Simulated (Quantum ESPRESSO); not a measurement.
Consider ErZn (Pm-3m).

```xyz
2
Lattice="3.5079 0.0000 0.0000 0.0000 3.5079 0.0000 0.0000 0.0000 3.5079" Properties=species:S:1:pos:R:3 pbc="T T T"
Er    0.0000    0.0000    0.0000
Zn    1.7539    1.7539    1.7539
```

Absorber: atom 2, with 8 Er at 3.04 Å and 6 Zn at 3.51 Å (cube and octahedron, as in bcc, site symmetry m-3m). Method: Quantum ESPRESSO XSpectra, PBEsol, excited-electron core hole (neutral cell), 8-atom cell with 6.1 Å between holes, 5×5×5 k points, dipole transitions, Lorentzian half width 0.83 eV up to 4 eV, rising linearly to 1.75 eV at 25 eV (not a setting of the program: the run's 0.4 eV curve was folded afterwards with a further Lorentzian), without spin-orbit coupling.

Question: Predict the near-edge structure at the Zn K edge.

Main maxima up to 30 eV above the zero (height): 1.9 eV (0.79), 9.0 eV (1.55) and 21.0 eV (1.17). A K edge sees empty p states on the absorber. The total-energy difference is 9686.70 eV. One term is added: -30.96 eV, since the hole is spin-paired here and a spin-polarised one costs that much less in the free atom (computed apart). The photon energy is then 9655.74 eV. The tabulated edge of the element is 9659 eV. The functional leaves an error in such absolute values: in the free atom PBEsol prices this hole 8.8 eV below PBE (computed apart), and PBE is itself good to a few eV.

The Zn K spectrum (energy from the energy zero of the input (xe0, at the border of filled and empty states); intensity scaled to a mean of 1 over the first 20 eV; folded afterwards to Lorentzian half width 0.83 eV up to 4 eV, rising linearly to 1.75 eV at 25 eV; the points at xe0, where the cut of filled states can leave a spike, are interpolated):

| E (eV) | intensity |
| --- | --- |
| -2.00 | 0.11 |
| -1.25 | 0.15 |
| -0.50 | 0.24 |
| 0.25 | 0.41 |
| 1.00 | 0.62 |
| 1.75 | 0.79 |
| 2.50 | 0.74 |
| 3.25 | 0.63 |
| 4.00 | 0.59 |
| 4.75 | 0.66 |
| 5.50 | 0.82 |
| 6.25 | 1.04 |
| 7.00 | 1.16 |
| 7.75 | 1.31 |
| 8.50 | 1.50 |
| 9.25 | 1.53 |
| 10.00 | 1.41 |
| 10.75 | 1.30 |
| 11.50 | 1.20 |
| 12.25 | 1.10 |
| 13.00 | 1.06 |
| 13.75 | 1.04 |
| 14.50 | 1.02 |
| 15.25 | 1.00 |
| 16.00 | 0.98 |
| 16.75 | 0.98 |
| 17.50 | 0.98 |
| 18.25 | 0.97 |
| 19.00 | 1.02 |
| 19.75 | 1.11 |
| 20.50 | 1.17 |
| 21.25 | 1.17 |
| 22.00 | 1.17 |
| 22.75 | 1.17 |
| 23.50 | 1.16 |
| 24.25 | 1.14 |
| 25.00 | 1.10 |
| 25.75 | 1.08 |
| 26.50 | 1.08 |
| 27.25 | 1.07 |
| 28.00 | 1.06 |
| 28.75 | 1.07 |
| 29.50 | 1.10 |
| 30.25 | 1.13 |
| 31.00 | 1.17 |
| 31.75 | 1.22 |

The run has no spin polarisation, although Er can carry a moment. Lanthanide 4f electrons are frozen in the core. The holes are only 6.1 Å apart, so the shape is probably not converged with cell size; no larger cell was run here. The structure is a computed Materials Project entry and may be a hypothetical form.

[Banner, clock and machine lines of the logs are left out without a mark of their own.]

[Logs are printed without paths, hosts, clocks, repeated set-up lines and the standing remarks that a program may print on its own settings, such as how far it seeks lower states.]

[Hosts, paths, dates, database ids (printed as entryN), source tags and the programs' standing remarks are cut or masked in the printed files.]

[Lists of maxima count a maximum above −3 eV only where it reaches 4 % of the highest in the window and stands out from its surroundings by 2 % of it (1.5 % where it reaches 55 %); shoulders and weaker maxima are passed over, and of the rest the first, up to two pre-edge ones and the few strongest are named.]
